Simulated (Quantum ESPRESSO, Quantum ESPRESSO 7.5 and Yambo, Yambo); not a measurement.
**A GW chain in Yambo: MoS2 (P6_3/mmc)**

Aim: the G0W0 gap of MoS2 (P6_3/mmc) on PBE, step by step.

Method: PBE and many-body steps on it, plane waves, in Quantum ESPRESSO 7.5 and Yambo 5.3.0.

This is a report of a sequence of runs, with most program output left out.

The database entry behind the starting cell differs from later determinations by our own check (about 0.3 % long), so it need not match the best structure at ambient conditions.

### Step 1. The structure

It takes space group P6_3/mmc (No. 194, hexagonal). Conventional cell: a = 3.169 Å, b = 3.169 Å, c = 12.324 Å, α = 90.00°, β = 90.00°, γ = 120.00°. Mo has 6 S at 2.41 Å nearest. Nearest to S lie 3 Mo at 2.41 Å. Farther neighbours and most contacts between anions are not listed.

As a file:

```cif
data_structure
_symmetry_space_group_name_H-M 'P 1'
_symmetry_Int_Tables_number 1
_cell_length_a 3.1690
_cell_length_b 3.1690
_cell_length_c 12.3240
_cell_angle_alpha 90.000
_cell_angle_beta 90.000
_cell_angle_gamma 120.000
_cell_volume 107.18
loop_
_atom_site_label
_atom_site_type_symbol
_atom_site_fract_x
_atom_site_fract_y
_atom_site_fract_z
_atom_site_occupancy
Mo1 Mo 0.33333 0.66667 0.25000 1
Mo2 Mo 0.66667 0.33333 0.75000 1
S3 S 0.33333 0.66667 0.62300 1
S4 S 0.66667 0.33333 0.12300 1
S5 S 0.33333 0.66667 0.87700 1
S6 S 0.66667 0.33333 0.37700 1
```

The cell and positions come from the Crystallography Open Database and are kept as given unless a step says otherwise.

### Step 2. Ground state

This step: Quantum ESPRESSO 7.5; DFT, PBE, plane waves, norm-conserving pseudopotentials.

The ground-state density comes first.

pw.in

```
&control
  calculation = 'scf'
  prefix = 'x'
  outdir = 'o'
  pseudo_dir = 'pseudo'
/
&system
  ibrav = 0
  nat = 6
  ntyp = 2
  ecutwfc = 72.0
  nbnd = 33
  force_symmorphic = .true.
/
&electrons
  conv_thr = 1e-10
  electron_maxstep = 80
  mixing_beta = 0.5
/
ATOMIC_SPECIES
  Mo 95.95 Mo.upf
  S 32.06 S.upf
CELL_PARAMETERS angstrom
  3.1690000000 -0.0000000000 0.0000000000
  -1.5845000000 2.7444345046 0.0000000000
  0.0000000000 0.0000000000 12.3240000000
ATOMIC_POSITIONS crystal
  Mo 0.3333333333 0.6666666667 0.2500000000
  Mo 0.6666666667 0.3333333333 0.7500000000
  S 0.3333333333 0.6666666667 0.6230000000
  S 0.6666666667 0.3333333333 0.1230000000
  S 0.3333333333 0.6666666667 0.8770000000
  S 0.6666666667 0.3333333333 0.3770000000
K_POINTS automatic
  6 6 2 0 0 0
```

Launch:

```
$ OMP_NUM_THREADS=1 mpirun -n 4 pw.x -nk 4 -in pw.in > pw.out
```

The job ended after 27 s (4 MPI ranks of Arm Neoverse V1, shared host; peak memory 0.45 GiB; 1.8 min of CPU time).

Numbers from this step:

| Quantity | Value |
| --- | --- |
| total energy | -5031.2857 eV |
| gap | 0.8888 eV |
| k of the valence top | 0, 0, 0 |
| k of the conduction bottom | 0.1667, 0.1667, 0 |
| least direct gap | 1.654 eV |

The gap is indirect, with the least direct gap 0.77 eV higher.

### Step 3. Bands along the symmetry lines

The cheap functional maps the bands first; the places of the edges decide which points the dearer methods must see.

pw.in

```
&control
  calculation = 'bands'
  prefix = 'x'
  outdir = 'o'
  pseudo_dir = 'pseudo'
/
&system
  ibrav = 0
  nat = 6
  ntyp = 2
  ecutwfc = 72.0
  nbnd = 32
  force_symmorphic = .true.
/
&electrons
  conv_thr = 1e-9
  electron_maxstep = 80
  diago_full_acc = .true.
  diago_thr_init = 5e-6
/
ATOMIC_SPECIES
  Mo 95.95 Mo.upf
  S 32.06 S.upf
CELL_PARAMETERS angstrom
  3.1690000000 -0.0000000000 0.0000000000
  -1.5845000000 2.7444345046 0.0000000000
  0.0000000000 0.0000000000 12.3240000000
ATOMIC_POSITIONS crystal
  Mo 0.3333333333 0.6666666667 0.2500000000
  Mo 0.6666666667 0.3333333333 0.7500000000
  S 0.3333333333 0.6666666667 0.6230000000
  S 0.6666666667 0.3333333333 0.1230000000
  S 0.3333333333 0.6666666667 0.8770000000
  S 0.6666666667 0.3333333333 0.3770000000
K_POINTS crystal
  75
  0.00000000 0.00000000 0.00000000 1
  0.06250000 0.00000000 0.00000000 1
  0.12500000 0.00000000 0.00000000 1
  0.18750000 0.00000000 0.00000000 1
  0.25000000 0.00000000 0.00000000 1
  0.31250000 0.00000000 0.00000000 1
  0.37500000 0.00000000 0.00000000 1
  0.43750000 0.00000000 0.00000000 1
  0.50000000 0.00000000 0.00000000 1
  0.47916667 0.04166667 0.00000000 1
  0.45833333 0.08333333 0.00000000 1
  0.43750000 0.12500000 0.00000000 1
  0.41666666 0.16666666 0.00000000 1
  0.39583333 0.20833333 0.00000000 1
  0.37500000 0.25000000 0.00000000 1
  0.35416666 0.29166666 0.00000000 1
  0.33333333 0.33333333 0.00000000 1
  0.29166666 0.29166666 0.00000000 1
  0.25000000 0.25000000 0.00000000 1
  0.20833333 0.20833333 0.00000000 1
  0.16666666 0.16666666 0.00000000 1
  0.12500000 0.12500000 0.00000000 1
  0.08333333 0.08333333 0.00000000 1
  0.04166667 0.04166667 0.00000000 1
  0.00000000 0.00000000 0.00000000 1
  0.00000000 0.00000000 0.06250000 1
  0.00000000 0.00000000 0.12500000 1
  0.00000000 0.00000000 0.18750000 1
  0.00000000 0.00000000 0.25000000 1
  0.00000000 0.00000000 0.31250000 1
  0.00000000 0.00000000 0.37500000 1
  0.00000000 0.00000000 0.43750000 1
  0.00000000 0.00000000 0.50000000 1
  0.06250000 0.00000000 0.50000000 1
  0.12500000 0.00000000 0.50000000 1
  0.18750000 0.00000000 0.50000000 1
  0.25000000 0.00000000 0.50000000 1
  0.31250000 0.00000000 0.50000000 1
  0.37500000 0.00000000 0.50000000 1
  0.43750000 0.00000000 0.50000000 1
  0.50000000 0.00000000 0.50000000 1
  0.47916667 0.04166667 0.50000000 1
  0.45833333 0.08333333 0.50000000 1
  0.43750000 0.12500000 0.50000000 1
  0.41666666 0.16666666 0.50000000 1
  0.39583333 0.20833333 0.50000000 1
  0.37500000 0.25000000 0.50000000 1
  0.35416666 0.29166666 0.50000000 1
  0.33333333 0.33333333 0.50000000 1
  0.29166666 0.29166666 0.50000000 1
  0.25000000 0.25000000 0.50000000 1
  0.20833333 0.20833333 0.50000000 1
  0.16666666 0.16666666 0.50000000 1
  0.12500000 0.12500000 0.50000000 1
  0.08333333 0.08333333 0.50000000 1
  0.04166667 0.04166667 0.50000000 1
  0.00000000 0.00000000 0.50000000 1
  0.50000000 0.00000000 0.50000000 1
  0.50000000 0.00000000 0.43750000 1
  0.50000000 0.00000000 0.37500000 1
  0.50000000 0.00000000 0.31250000 1
  0.50000000 0.00000000 0.25000000 1
  0.50000000 0.00000000 0.18750000 1
  0.50000000 0.00000000 0.12500000 1
  0.50000000 0.00000000 0.06250000 1
  0.50000000 0.00000000 0.00000000 1
  0.33333333 0.33333333 0.50000000 1
  0.33333333 0.33333333 0.43750000 1
  0.33333333 0.33333333 0.37500000 1
  0.33333333 0.33333333 0.31250000 1
  0.33333333 0.33333333 0.25000000 1
  0.33333333 0.33333333 0.18750000 1
  0.33333333 0.33333333 0.12500000 1
  0.33333333 0.33333333 0.06250000 1
  0.33333333 0.33333333 0.00000000 1
```

Elapsed: 35 s, on 4 MPI ranks; peak memory 0.35 GiB.

Numbers from this step:

* gap: 0.8888 eV
* k of the valence top: 0, 0, 0
* k of the conduction bottom: 0.1667, 0.1667, 0
* least direct gap: 1.654 eV

The gap is 0.889 eV, as in the run before at this level.

The electronic bands at the labelled points (eV, zero at the top of the highest filled band):

```
    point  band 23  band 24  band 25  band 26  band 27  band 28  band 29  band 30
        Γ    -2.13    -1.18    -1.14     0.00     2.10     2.10     2.13     2.13
  halfway    -2.30    -1.61    -1.49    -1.36     1.21     1.60     1.81     2.04
        M    -1.73    -1.53    -1.40    -1.27     1.60     1.65     2.00     2.26
  halfway    -2.78    -2.34    -1.08    -0.90     1.45     1.56     2.30     2.41
        K    -2.70    -2.70    -0.76    -0.60     1.05     1.05     1.84     2.84
  halfway    -1.80    -1.59    -1.48    -1.45     0.89     1.63     1.72     1.81
        Γ    -2.13    -1.18    -1.14     0.00     2.10     2.10     2.13     2.13
  halfway    -2.14    -1.83    -0.63    -0.06     2.10     2.10     2.12     2.12
        A    -2.15    -2.15    -0.27    -0.27     2.10     2.10     2.10     2.10
  halfway    -2.05    -2.05    -1.37    -1.37     1.55     1.55     1.69     1.69
        L    -1.63    -1.63    -1.33    -1.33     1.62     1.62     2.14     2.14
  halfway    -2.60    -2.60    -0.99    -0.99     1.51     1.51     2.34     2.34
        H    -2.87    -2.87    -0.69    -0.69     1.05     1.05     2.30     2.30
  halfway    -1.75    -1.75    -1.46    -1.46     1.22     1.22     1.82     1.82
        A    -2.15    -2.15    -0.27    -0.27     2.10     2.10     2.10     2.10
jump to L    -1.63    -1.63    -1.33    -1.33     1.62     1.62     2.14     2.14
  halfway    -1.70    -1.56    -1.38    -1.29     1.61     1.64     2.04     2.23
        M    -1.73    -1.53    -1.40    -1.27     1.60     1.65     2.00     2.26
jump to H    -2.87    -2.87    -0.69    -0.69     1.05     1.05     2.30     2.30
  halfway    -2.77    -2.77    -0.74    -0.63     1.05     1.05     1.97     2.68
        K    -2.70    -2.70    -0.76    -0.60     1.05     1.05     1.84     2.84
```

### Step 4. Empty states on the mesh, 6×6×2 mesh, 184 bands

The sums over transitions need many empty states on a uniform mesh; this step solves for them.

pw.in

```
&control
  calculation = 'nscf'
  prefix = 'x'
  outdir = 'o'
  pseudo_dir = 'pseudo'
/
&system
  ibrav = 0
  nat = 6
  ntyp = 2
  ecutwfc = 72.0
  nbnd = 184
  force_symmorphic = .true.
/
&electrons
  conv_thr = 1e-9
  electron_maxstep = 80
  diago_full_acc = .true.
  diago_thr_init = 5e-6
/
ATOMIC_SPECIES
  Mo 95.95 Mo.upf
  S 32.06 S.upf
CELL_PARAMETERS angstrom
  3.1690000000 -0.0000000000 0.0000000000
  -1.5845000000 2.7444345046 0.0000000000
  0.0000000000 0.0000000000 12.3240000000
ATOMIC_POSITIONS crystal
  Mo 0.3333333333 0.6666666667 0.2500000000
  Mo 0.6666666667 0.3333333333 0.7500000000
  S 0.3333333333 0.6666666667 0.6230000000
  S 0.6666666667 0.3333333333 0.1230000000
  S 0.3333333333 0.6666666667 0.8770000000
  S 0.6666666667 0.3333333333 0.3770000000
K_POINTS automatic
  6 6 2 0 0 0
```

It took 72 s on 4 MPI ranks; peak memory 0.72 GiB; 4.8 min of CPU time.

This step gave:

- gap: 0.8888 eV
- k of the valence top: 0, 0, 0
- k of the conduction bottom: 0.1667, 0.1667, 0
- least direct gap: 1.654 eV
- k points computed: 14
- lowest point of the top converged band, above the valence top: 62.7875 eV

On this mesh the gap is 0.889 eV.

### Step 5. Conversion and set-up

This step: Yambo 5.3.0; conversion and set-up on PBE, plane waves, norm-conserving pseudopotentials.

The states are converted to the many-body program's format and the q mesh is built.

Launch:

```
$ (cd o/x.save; p2y > p2y.log; mv SAVE ../..); yambo > setup.log
```

The job ended after 3 s (1 MPI rank; peak memory 0.25 GiB).

### Step 6. Screening and self-energy, 6×6×2 mesh, 184 bands, screening to 122.5 eV

Now the one-shot GW correction: screening in the RPA, then the self-energy of the levels asked for.

This step: G0W0 on PBE, plane waves, norm-conserving pseudopotentials.

gw1.in

```
HF_and_locXC
gw0
dyson
ppa
em1d
rim_cut
RandQpts= 1000000
RandGvec= 1 RL
EXXRLvcs= 72 Ry
VXCRLvcs= 288 Ry
Chimod= "HARTREE"
% BndsRnXp
 1 | 184 |
%
NGsBlkXp= 9 Ry
% LongDrXp
 1 | 1 | 1 |
%
% GbndRnge
 1 | 184 |
%
DysSolver= "n"
ExtendOut
PPAPntXp= 27.21138 eV
% QPkrange
 1 | 1 | 25 | 28 |
 9 | 9 | 25 | 28 |
 13 | 13 | 25 | 28 |
%
```

Launch:

```
$ OMP_NUM_THREADS=2 mpirun -n 2 yambo -F gw1.in -J gw1 -C gw1 > gw1.log
```

Wall time 14 min (2 MPI ranks); peak memory 1.9 GiB; 52 min of CPU time.

Numbers from this step:

```
G0W0 gap on the points computed              : 1.240 eV
starting gap on the mesh                     : 0.8888 eV
k of the valence top                         : 0, 0, 0
k of the conduction bottom                   : 0.1667, 0.1667, 0
least direct G0W0 gap on the computed points : 2.216 eV
Z at the valence top                         : 0.7788
Z at the conduction bottom                   : 0.7871
```

The gap on the mesh goes from 0.89 eV to 1.24 eV, a correction of +0.35 eV.

Limits: finite bands, cutoff and mesh; no spin-orbit coupling; coarse k mesh. v1 is the top filled band, c1 the lowest empty one. The levels before and after the correction (eV, zero at the valence-band top of each column):

```
           conduction bottom  valence top
Kohn-Sham               0.89         0.00
     G0W0               1.24         0.00
```

```
                        level  energy (eV)
Kohn-Sham                Γ v2       -1.144
Kohn-Sham                Γ v1        0.000
Kohn-Sham             Γ c1-c2        2.100
Kohn-Sham  (0.167 0.167 0) v2       -1.483
Kohn-Sham  (0.167 0.167 0) v1       -1.455
Kohn-Sham  (0.167 0.167 0) c1        0.889
Kohn-Sham  (0.167 0.167 0) c2        1.628
     G0W0                Γ v2       -1.219
     G0W0                Γ v1        0.000
     G0W0             Γ c1-c2        2.517
     G0W0  (0.167 0.167 0) v2       -1.533
     G0W0  (0.167 0.167 0) v1       -1.475
     G0W0  (0.167 0.167 0) c1        1.240
     G0W0  (0.167 0.167 0) c2        2.112
```

### Step 7. Where the time went

Times are wall times on the hardware named with each run, good to a factor of about two.

```
                          step    time  share  memory (GiB)
                  ground state    27 s    3 %          0.45
bands along the symmetry lines    35 s    4 %          0.35
      empty states on the mesh    72 s    7 %          0.72
         conversion and set-up     3 s    0 %          0.25
     screening and self-energy  14 min   86 %           1.9
```

### Step 8. Results

```yaml
pbe_gap: 0.89 eV, indirect
g0w0_gap_on_the_mesh: 1.24 eV
gw_settings: 6×6×2 mesh, 184 bands, screening to 122.5 eV, Godby-Needs plasmon pole
known_limits: not at the basis limit; no spin-orbit coupling; coarse k mesh
```

What this shows: G0W0 moves the gap on the mesh from 0.89 eV to 1.24 eV (+0.35 eV), with Z of 0.78 and 0.79 at the edges. Only 3 of the mesh's irreducible points were corrected, so a valley elsewhere could overtake. The dearest step here is «screening and self-energy». Bands and cutoff are finite, so the gap is not at the basis limit. The miss can reach some tenths of an eV and take either sign; the mesh is an error of its own. In the G0W0 run levels were corrected at 3 k points alone, so a gap called «on the mesh» is the least over those, and an edge elsewhere would be missed. The 6×6×2 mesh is coarse for this cell, which bears on the long-range parts of exchange and screening. The many-body steps are scalar-relativistic: spin-orbit coupling is not in them.

[Paths, hosts, dates, memory and timing lines, banners, echoed tables and standing remarks are left out of the program output.]

[Logs are printed without paths, hosts, clocks, repeated set-up lines and the standing remarks that a program may print on its own settings, such as how far it seeks lower states.]

[Runs of the session that timed out or met a known fault of the program may be left out.]

[Hosts, paths, dates, database ids (printed as entryN), source tags and the programs' standing remarks are cut or masked in the printed files.]
